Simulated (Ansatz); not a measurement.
# Decaying states in the gap of Ba2ScNbS6, part 2 of 3

A new crystal, Ba2ScNbS6: structure, gap and complex bands. It is built by putting S for O, Nb for Ta in the Ba2ScTaO6 structure of space group Fm-3m, with the volume rescaled by atomic radii. The parent structure comes from the Materials Project.

Ansatz 0.2.0; PBE DFT, plane waves, PAW files (the session's first sound run).

So far. Step 2 (Cell and atoms at rest): The largest force component on a free atom ends at 2.5e-4 eV/Å.

The structure was built from a prototype and need not be the compound's stable phase.

### 3. Band edges

The energy window and the wavevectors of the next steps follow from the band edges, so these are searched first, off the mesh as well.

Input file input.yaml:

```yaml
crystal:
  lattice:
    - [0.0, 4.9555072237, 4.9555072237]
    - [4.9555072237, 0.0, 4.9555072237]
    - [4.9555072237, 4.9555072237, 0.0]
  atoms:
    - { symbol: Ba, position: [0.25, 0.25, 0.25] }
    - { symbol: Ba, position: [0.75, 0.75, 0.75] }
    - { symbol: Sc, position: [0.5, 0.5, 0.5] }
    - { symbol: Nb, position: [0.0, 0.0, 0.0] }
    - { symbol: S, position: [0.754213321, 0.245786679, 0.245786679] }
    - { symbol: S, position: [0.245786679, 0.754213321, 0.754213321] }
    - { symbol: S, position: [0.245786679, 0.754213321, 0.245786679] }
    - { symbol: S, position: [0.754213321, 0.245786679, 0.754213321] }
    - { symbol: S, position: [0.245786679, 0.245786679, 0.754213321] }
    - { symbol: S, position: [0.754213321, 0.754213321, 0.245786679] }
kpoints:
  mp_grid: { grid: [6, 6, 6] }
  band_path: { path: [VBM, CBM], npoints: 30 }
scf:
  occupations: { method: fixed }
hamiltonian:
  xc: pbe
output:
  eigenvalues: true
  write_potential: true
  write_density: true
  volumetric_format: npy
  elf: true
```

Launch:

```sh
ansatz run input.yaml --threads 2 --pin off --max-ram 4096MiB --backend cpu --events-out ev --progress --plain --runs-dir out
```

Numbers of over 12 decimals in the logs are rounded to 6 here.

Output:

```text
[...]
Crystal: 10 atoms, lattice volume = 243.385 Å³
Basis set: ecut = 420 eV, 4693 PW (Γ)
Bands: 50, of which v1, the nominal top of the filled ones, is band 40 counted from 1 (39 counted from 0)
Symmetry: 48 space group operations
[...]
k-points: 16 of 216
[...]
SCF iter   1: F=—  HF=-24016.108126 eV  |F-HF|=—  |Δ(HF+E_count)|=         —  Δρ=2.49e-3  dr2=2.36e-2  ethr=1.77e-3  ⟨swp⟩=5.0  Hψ=2712  notcnv=0  defer=107
[...]
SCF iter   7: F=-24016.107159 eV  HF=-24016.107159 eV  |F-HF|=1.73e-8  |Δ(HF+E_count)|=   3.37e-7  Δρ=4.46e-6  dr2=7.98e-8  ethr=1.25e-10  ⟨swp⟩=13.8  Hψ=4338  notcnv=0
SCF 1 converged in 7 iterations: F = -24016.107159 eV  dr2 = 7.98e-8
[...]
NSCF: frozen V_eff on 16 k-points
[...]
SCF converged after 7 iterations
Free energy (F): -24016.107159 eV
[...]
Internal energy: -24016.107159 eV  (E = F + TS)
E sigma→0 (E₀):  -24016.107159 eV
Fermi energy:    7.849218 eV
[...]
--- Band table (eV; the first three rows and the last of 16) ---
  k-point 0: bands = [... 36 lower, 7.4753, 7.8492, 7.8492, 7.8492, 7.9781, 7.9781, 7.9781, 9.9032, ... 6 higher]
  k-point 1: bands = [... 36 lower, 7.2550, 7.6161, 7.6161, 7.7428, 8.2801, 8.3350, 8.3350, 10.2071, ... 6 higher]
  k-point 2: bands = [... 36 lower, 6.9696, 7.1750, 7.1750, 7.4763, 8.6344, 8.7778, 8.7778, 10.4622, ... 6 higher]
  k-point 15: bands = [... 36 lower, 6.5200, 6.6054, 6.6523, 7.4643, 8.5762, 9.2877, 9.5667, 10.3972, ... 6 higher]
```

Run time: 11 s. Hardware: 2 threads of Intel Xeon 6975P-C (Granite Rapids), shared host; peak memory 0.7 GiB; 21 s of CPU time.

In the SCF lines HF is the Harris–Foulkes energy and dr2 the Hartree energy of the density residual, in eV; the loop may stop once dr2 is under the threshold and the program's other checks hold. Hψ counts applications of the Hamiltonian.

Numbers from this step:

```
free energy         : -24016.1072 eV
Fermi energy        : 7.849 eV
gap on the k-mesh   : 0.1289 eV
gap on path         : 0.1288 eV, by band count; negative where bands overlap
direct gap on path  : 0.1289 eV
edge places on path : 0, 0.08915 1/A along the path
```

Electronic bands along the path, in eV, zero at the Fermi level (highest filled level under fixed occupations); v1 is the highest filled band, c1 the lowest empty one:

```csv
point,v4,v3,v2,v1,c1,c2,c3,c4
VBM,-0.37,0.00,0.00,0.00,0.13,0.13,0.13,2.05
halfway,-0.40,-0.02,-0.02,0.00,0.13,0.18,0.18,2.06
CBM,-0.45,-0.07,-0.07,0.00,0.13,0.30,0.30,2.08
```

ELF in the ac plane of the cell as run, not the conventional one, at fractional y = 0.246, with atoms of Ba and S within 0.2 Å of it. It is the smooth field of the valence electrons, not physical close to the nuclei.

Ten even steps from '_' (0.02) to '@' (0.87), each cell a mean:
```
::==######==..______::**####**--........
--##@@@@@@%%**::____==%%@@@@@@%%++::__..
==%%@@@@%%@@@@**::..==%%@@@@%%@@%%++::..
--##@@##--**@@@@++..--%%@@%%==++%%%%++..
::**@@##..__**@@%%--..**@@%%::__++@@%%--
..--%%@@**::++@@@@++..--%%@@##::==%%@@**
::..++%%@@%%%%@@@@**....==%%@@%%%%@@@@##
::__..++%%@@@@@@@@**..__..==%%@@@@@@@@##
..____..==##%%%%##==..____..--**%%%%%%**
__________..==++--::............--====::
__--++**==..________::==****++--....____
..**@@@@@@##==______--##@@@@@@%%++::____
::%%@@@@%%@@@@++____++%%@@@@@@@@@@**::__
..##@@##::==@@@@==__==%%@@%%++**@@@@**..
__++@@##____==@@##....##@@%%::__**@@%%==
..::##@@++__::%%@@==__==%%@@**..--%%@@##
::__--%%@@####@@@@**__..++%%@@####@@@@##
::____--##@@@@@@@@++____..++%%@@@@@@@@##
..______::++##%%**--______..--**##%%##==
....::::..__..::..____..::::..::--==--::
```
Columns run along a (7.0 Å), rows up along c (7.0 Å). Atoms in or near the plane, at fractional coordinates: Ba at (0.25, 0.25), S at (0.75, 0.25), S at (0.75, 0.75), S at (0.25, 0.75).

Valence density in the ac plane of the cell as run, not the conventional one, at fractional y = 0.246, with atoms of Ba and S within 0.2 Å of it. It is the smooth field of the valence electrons, not physical close to the nuclei.

Values in e/Å³, 11 rows by 16 columns, each cell a mean:
```
0.2 0.3 0.4 0.3 0.2 0.1 0.1 0.1 0.1 0.2 0.4 0.4 0.3 0.2 0.1 0.1
0.2 0.6 1.0 1.0 0.8 0.4 0.2 0.1 0.1 0.4 0.9 1.0 0.9 0.6 0.2 0.2
0.2 0.4 0.9 0.7 0.5 1.0 0.5 0.2 0.1 0.3 0.9 0.8 0.5 1.0 0.6 0.2
0.1 0.1 0.4 0.8 1.0 1.0 0.7 0.3 0.1 0.1 0.4 0.8 1.0 1.0 0.7 0.3
0.1 0.1 0.1 0.2 0.3 0.4 0.3 0.2 0.1 0.1 0.1 0.2 0.3 0.4 0.4 0.2
0.1 0.1 0.2 0.2 0.1 0.1 0.1 0.1 0.1 0.1 0.2 0.2 0.1 0.1 0.1 0.1
0.1 0.5 0.9 1.0 0.6 0.2 0.1 0.1 0.1 0.3 0.6 0.7 0.4 0.2 0.1 0.1
0.1 0.6 1.3 0.9 1.0 1.1 0.4 0.1 0.1 0.4 1.0 0.9 0.9 0.8 0.3 0.1
0.1 0.2 0.9 1.1 0.7 1.2 1.0 0.3 0.1 0.2 0.6 0.9 0.6 1.0 0.7 0.2
0.1 0.1 0.2 0.6 1.0 1.1 0.8 0.3 0.1 0.1 0.2 0.5 0.8 0.9 0.6 0.3
0.1 0.1 0.1 0.1 0.2 0.2 0.2 0.1 0.1 0.1 0.1 0.1 0.2 0.3 0.3 0.2
```
Columns run along a (7.0 Å), rows up along c (7.0 Å). Atoms in or near the plane, at fractional coordinates: Ba at (0.25, 0.25), S at (0.75, 0.25), S at (0.75, 0.75), S at (0.25, 0.75).

Electrostatic potential energy in the ac plane of the cell as run, not the conventional one, at fractional y = 0.246, with atoms of Ba and S within 0.2 Å of it. With pseudopotentials it is smooth inside the atoms' cores, unlike the true potential.

Ten even steps from '0' (-31 eV) to '9' (12 eV), each cell a mean:
```
99999999999999999999
99877999999987789989
98622589999973247999
98500048999961003799
99612205999972120489
99840103899985110279
99985114899998521379
99998767899999876789
99999999999999999999
99999999999999999999
98777899999999999999
87534689999988899999
86310247999974358999
86200014899961004899
97300002689971120599
98620000479985020279
99852001379998410279
99986323579999865689
99998766789999998899
99999988899999999999
```
Columns run along a (7.0 Å; values clipped at the 3rd and 97th percentile), rows up along c (7.0 Å). Atoms in or near the plane, at fractional coordinates: Ba at (0.25, 0.25), S at (0.75, 0.25), S at (0.75, 0.75), S at (0.25, 0.75).

The searched edges give 0.129 eV, as on the mesh.

### 4. Complex bands, plane (001), k-mesh 6×6×6

This step: PBE DFT, plane waves, PAW files; complex bands by layer matching along the plane's normal (Ansatz 0.2.0).

The same crystal is laid in a cell whose first two vectors span the (001) plane (indices of the standard conventional cell, whose axes can be ordered otherwise than in the bulk input). At fixed energy and wavevector in the plane the solver finds all kz, real and complex. A few wavevectors are listed, (0, 0) and (-0.0703, -0.0703) in units of the plane's reciprocal vectors; the slowest state needn't be among them.

Input file input.yaml:

```yaml
crystal:
  lattice:
    - [7.008145524, 0.0, 0.0]
    - [0.0, 7.008145524, 0.0]
    - [3.504072762, 3.504072762, 4.955507224]
  atoms:
    - { symbol: Ba, position: [0.25, 0.75, 0.5] }
    - { symbol: Ba, position: [0.75, 0.25, 0.5] }
    - { symbol: Sc, position: [0.5, 0.5, 0.0] }
    - { symbol: Nb, position: [0.0, 0.0, 0.0] }
    - { symbol: S, position: [0.245786679, 0.754213321, 0.0] }
    - { symbol: S, position: [0.754213321, 0.245786679, 0.0] }
    - { symbol: S, position: [0.245786679, 0.245786679, 0.0] }
    - { symbol: S, position: [0.754213321, 0.754213321, 0.0] }
    - { symbol: S, position: [0.754213321, 0.754213321, 0.491573358] }
    - { symbol: S, position: [0.245786679, 0.245786679, 0.508426642] }
kpoints:
  mp_grid: { grid: [6, 6, 6] }
scf:
  occupations: { method: fixed }
hamiltonian:
  xc: pbe
output:
  eigenvalues: true
  transmission:
    leads: [[0, 0]]
    kpoints: [[0.0, 0.0], [-0.0703, -0.0703]]
    e_range: [-1.0, 1.13]
    de: 0.05
```

Output:

```text
[...]
Crystal: 10 atoms, lattice volume = 243.385 Å³
Basis set: ecut = 420 eV, 4693 PW (Γ)
Bands: 50, of which v1, the nominal top of the filled ones, is band 40 counted from 1 (39 counted from 0)
Symmetry: 48 space group operations
[...]
k-points: 16 of 216
[...]
SCF iter   1: F=—  HF=-24016.107551 eV  |F-HF|=—  |Δ(HF+E_count)|=         —  Δρ=2.49e-3  dr2=2.38e-2  ethr=1.77e-3  ⟨swp⟩=5.0  Hψ=2668  notcnv=0  defer=106
[...]
SCF iter   7: F=-24016.107159 eV  HF=-24016.107159 eV  |F-HF|=1.62e-8  |Δ(HF+E_count)|=   3.38e-7  Δρ=4.56e-6  dr2=8.05e-8  ethr=1.25e-10  ⟨swp⟩=14.3  Hψ=4460  notcnv=0
SCF 1 converged in 7 iterations: F = -24016.107159 eV  dr2 = 8.05e-8
[...]
transmission: 8 of 16 steps passed
transmission: 16 of 16 steps passed
SCF converged after 7 iterations
Free energy (F): -24016.107159 eV
[...]
Internal energy: -24016.107159 eV  (E = F + TS)
E sigma→0 (E₀):  -24016.107159 eV
Fermi energy:    7.849218 eV
[...]
--- Band table (eV; the first three rows and the last of 16) ---
  k-point 0: bands = [... 36 lower, 7.4753, 7.8492, 7.8492, 7.8492, 7.9781, 7.9781, 7.9781, 9.9031, ... 6 higher]
  k-point 1: bands = [... 36 lower, 7.2455, 7.4794, 7.4794, 7.8244, 7.9792, 8.6243, 8.6243, 10.0107, ... 6 higher]
  k-point 2: bands = [... 36 lower, 6.6789, 7.0876, 7.0876, 7.7763, 7.9912, 9.3566, 9.3566, 10.0999, ... 6 higher]
  k-point 15: bands = [... 36 lower, 6.5038, 6.6249, 7.0968, 7.1213, 8.9431, 8.9587, 9.4488, 10.4910, ... 6 higher]
--- Transmission ---
  basis      : 437 plane waves across, 8 finite elements along
  points     : 2, as listed
  energies   : 43 from -1.000000 to 1.100000 eV about the Fermi level, 0.050000 eV apart; the leads are filled to 0.064450 eV, and channels, transmission and decay are at 0.050000 eV
  crystal 0  : Sc1Nb1S6Ba2, at the sites [0, 0], period 4.9555 Å: whole cells are its period
    offset         : up to 0.0000 Å between an atom of the period and one for which it stands
    channels       : 0.000000e0 a spin
    conductance    : none, the energies end too early or step too widely for 300 K: set another output.transmission.e_range or a lower de, or, where they end at an eighth of basis.ecutwfc, a higher one
    slowest decay  : 0.0516 /Å at (0.0000, 0.0000)
```

Elapsed: 2.2 min, on 2 threads; peak memory 1.7 GiB; 3.5 min of CPU time.

This step gave:

| Quantity | Value |
| --- | --- |
| level to which the leads are filled | 0.06445 eV from the Fermi level |
| decay constant at the filling level, zone centre | 0.05156 Å⁻¹ |
| decay constant at the filling level, slowest listed point | 0.0516 Å⁻¹ |

K parallel (0, 0); values up to 1.5 1/Å, a degenerate pair printed once or twice; energies at which all values exceed this have no row. The Im kz of the slowest decaying states by energy, zero at the highest filled level on the SCF mesh:

```csv
energy (eV),decay 1 (Å⁻¹),decay 2 (Å⁻¹),decay 3 (Å⁻¹),decay 4 (Å⁻¹)
-1.000,0.146,0.194,0.233,0.325
-0.850,0.121,0.179,0.231,0.239
-0.700,0.215,0.244,0.258,0.420
-0.550,0.247,0.267,0.277,0.420
-0.400,0.250,0.291,0.327,0.420
-0.250,0.0719,0.0740,0.252,0.302
-0.100,0.0755,0.0820,0.106,0.252
0.000,5.0e-4,0.0021,0.0631,0.121
0.050,0.0516,0.073,0.127,0.252
0.200,0.142,0.143,0.251,0.318
0.350,0.153,0.185,0.250,0.318
0.500,0.161,0.217,0.247,0.317
0.650,0.166,0.243,0.244,0.314
0.800,0.169,0.240,0.264,0.310
0.950,0.170,0.235,0.282,0.303
1.100,0.168,0.229,0.294,0.297
```

K parallel (0, 0). The Re kz of states that move upwards by energy, zero at the highest filled level on the SCF mesh:

```csv
energy (eV),channel 1 (Å⁻¹),channel 2 (Å⁻¹),channel 3 (Å⁻¹),channel 4 (Å⁻¹),channel 5 (Å⁻¹)
-1.000,-0.378,-0.378,-0.199,-,-
-0.900,-0.352,-0.352,-0.178,-,-
-0.800,-0.498,-0.498,-0.324,-0.324,-0.156
-0.700,-0.342,-0.342,-0.288,-0.288,-0.134
-0.600,-0.283,-0.283,-0.208,-0.208,-0.109
-0.500,-0.252,-0.252,-0.124,-0.124,-0.0793
-0.350,-0.205,-0.205,-,-,-
-0.250,-0.171,-0.171,-,-,-
-0.150,-0.130,-0.130,-,-,-
-0.050,-0.321,-0.0741,-0.0741,-,-
0.000,-,-,-,-,-
0.050,-,-,-,-,-
0.150,0.0287,0.0287,0.555,-,-
0.250,0.0729,0.0729,-,-,-
0.350,0.104,0.104,-,-,-
0.450,0.131,0.131,-,-,-
0.600,0.169,0.169,-,-,-
0.700,0.193,0.193,-,-,-
0.800,0.217,0.217,-,-,-
0.900,0.242,0.242,-,-,-
1.000,0.267,0.267,-,-,-
1.100,0.292,0.292,-,-,-
```

K parallel (-0.0703, -0.0703); values up to 1.5 1/Å, a degenerate pair printed once or twice; energies at which all values exceed this have no row. Im kz of the slowest decaying states against energy, zero at the highest filled level on the SCF mesh:

```csv
energy (eV),decay 1 (Å⁻¹),decay 2 (Å⁻¹),decay 3 (Å⁻¹),decay 4 (Å⁻¹)
-1.000,0.165,0.179,0.189,0.205
-0.850,0.224,0.235,0.241,0.407
-0.700,0.245,0.270,0.291,0.398
-0.550,0.248,0.330,0.347,0.355
-0.400,0.0541,0.0672,0.251,0.294
-0.250,0.0813,0.105,0.253,0.296
-0.100,0.0787,0.118,0.253,0.301
0.000,0.0263,0.0640,0.0910,0.120
0.050,0.0521,0.0836,0.118,0.119
0.200,0.106,0.152,0.174,0.252
0.350,0.143,0.200,0.212,0.251
0.500,0.156,0.231,0.243,0.248
0.650,0.164,0.245,0.258,0.267
0.800,0.168,0.241,0.281,0.288
0.950,0.170,0.236,0.303,0.303
1.100,0.169,0.231,0.297,0.322
```

K parallel (-0.0703, -0.0703). Re kz of states that move upwards against energy, zero at the highest filled level on the SCF mesh:

```csv
energy (eV),channel 1 (Å⁻¹),channel 2 (Å⁻¹),channel 3 (Å⁻¹),channel 4 (Å⁻¹),channel 5 (Å⁻¹)
-1.000,-0.377,-0.374,-0.191,-,-
-0.850,-0.406,-0.375,-0.334,-0.321,-0.151
-0.700,-0.305,-0.300,-0.231,-0.197,-0.103
-0.550,-0.262,-0.254,-0.126,-0.0923,-0.0297
-0.400,-0.217,-0.206,-,-,-
-0.250,-0.164,-0.148,-,-,-
-0.100,-0.307,-0.0818,-0.0576,-,-
0.000,-,-,-,-,-
0.050,-,-,-,-,-
0.200,0.0547,-,-,-,-
0.350,0.0641,0.104,-,-,-
0.500,0.130,0.144,-,-,-
0.650,0.176,0.181,-,-,-
0.800,0.218,0.218,-,-,-
0.950,0.255,0.259,-,-,-
1.100,0.293,0.301,-,-,-
```

At the listed wavevectors the last open channel is at -0.05 eV and the next at +0.15 eV on the grid. At +0.05 eV, the grid energy nearest the filling level (the middle of the gap on the SCF mesh), the slowest state at the listed wavevectors decays with κ = 0.0516 Å⁻¹, its amplitude falling by e over 19 Å. Through 1 nm of this crystal that state's transmission falls by exp(−2 × 0.0516 Å⁻¹ × 10 Å) = 0.36.

### 5. Decay over the two-dimensional zone

The listed points could miss the slowest state, so one energy near mid-gap is solved on a mesh of 8×8.

input.yaml, as its differences from that of step 4:

```diff
@@ -24,6 +24,2 @@
   eigenvalues: true
-  transmission:
-    leads: [[0, 0]]
-    kpoints: [[0.0, 0.0], [-0.0703, -0.0703]]
-    e_range: [-1.0, 1.13]
-    de: 0.05
+  transmission: { leads: [[0, 0]], kmesh: [8, 8], e_range: [0.06, 0.07], de: 0.05 }
```

Output:

```text
[...]
Crystal: 10 atoms, lattice volume = 243.385 Å³
Basis set: ecut = 420 eV, 4693 PW (Γ)
Bands: 50, of which v1, the nominal top of the filled ones, is band 40 counted from 1 (39 counted from 0)
Symmetry: 48 space group operations
[...]
k-points: 16 of 216
[...]
SCF iter   1: F=—  HF=-24016.107551 eV  |F-HF|=—  |Δ(HF+E_count)|=         —  Δρ=2.49e-3  dr2=2.38e-2  ethr=1.77e-3  ⟨swp⟩=5.0  Hψ=2668  notcnv=0  defer=106
[...]
SCF iter   7: F=-24016.107159 eV  HF=-24016.107159 eV  |F-HF|=1.62e-8  |Δ(HF+E_count)|=   3.38e-7  Δρ=4.56e-6  dr2=8.05e-8  ethr=1.25e-10  ⟨swp⟩=14.3  Hψ=4460  notcnv=0
SCF 1 converged in 7 iterations: F = -24016.107159 eV  dr2 = 8.05e-8
[...]
transmission: 24 of 120 steps passed
transmission: 48 of 120 steps passed
[...]
transmission: 120 of 120 steps passed
SCF converged after 7 iterations
Free energy (F): -24016.107159 eV
[...]
Internal energy: -24016.107159 eV  (E = F + TS)
E sigma→0 (E₀):  -24016.107159 eV
Fermi energy:    7.849218 eV
[...]
--- Band table (eV; the first three rows and the last of 16) ---
  k-point 0: bands = [... 36 lower, 7.4753, 7.8492, 7.8492, 7.8492, 7.9781, 7.9781, 7.9781, 9.9031, ... 6 higher]
  k-point 1: bands = [... 36 lower, 7.2455, 7.4794, 7.4794, 7.8244, 7.9792, 8.6243, 8.6243, 10.0107, ... 6 higher]
  k-point 2: bands = [... 36 lower, 6.6789, 7.0876, 7.0876, 7.7763, 7.9912, 9.3566, 9.3566, 10.0999, ... 6 higher]
  k-point 15: bands = [... 36 lower, 6.5038, 6.6249, 7.0968, 7.1213, 8.9431, 8.9587, 9.4488, 10.4910, ... 6 higher]
--- Transmission ---
  basis      : 437 plane waves across, 8 finite elements along
  points     : 15, standing for a mesh of 8 x 8
  energies   : 1 from 0.060000 to 0.060000 eV about the Fermi level; the leads are filled to 0.064450 eV, and channels, transmission and decay are at 0.060000 eV
[...]
channels       : 0.000000e0 a spin
    conductance    : none, crystal 0 has no channel at the energies, or these end too early or step too widely for 300 K: set another output.transmission.e_range or a lower de, or, where they end at an eighth of basis.ecutwfc, a higher one
    slowest decay  : 0.0486 /Å at (0.0000, 0.0000)
```

The job ended after 73 s (2 threads; peak memory 2.1 GiB).

Numbers from this step:

| Item | Value |
| --- | --- |
| least decay constant on the mesh | 0.0486 Å⁻¹ |

Slowest decay constant (1/Å; 0 where a channel is open) over k1 and k2. At 0.0600 eV from the Fermi level.

Ten even steps from '_' (0.049) to '@' (0.283):
```
--__--++##++--__
**--__--==--__--
@@++--__::__--++
@@##==::__::==##
@@++--__::__--++
**--__--==--__--
--__--++##++--__
__--**@@@@@@**--
```
Columns: k1 (b1) from -0.5 to 0.375; rows upwards: k2 (b2) from -0.5 to 0.375.

The least value on the mesh is 0.0486 Å⁻¹ at +0.06 eV. At that energy the listed points give about 0.0477 Å⁻¹ by interpolation, so the mesh holds no clearly slower state.

(Part 2 of 3 ends here.)

[Logs are printed without paths, hosts, clocks, repeated set-up lines and the standing remarks that a program may print on its own settings, such as how far it seeks lower states.]

[Hosts, paths, dates, database ids (printed as entryN), source tags and the programs' standing remarks are cut or masked in the printed files.]

[New means built here by substitution; the compound itself may be known and measured.]
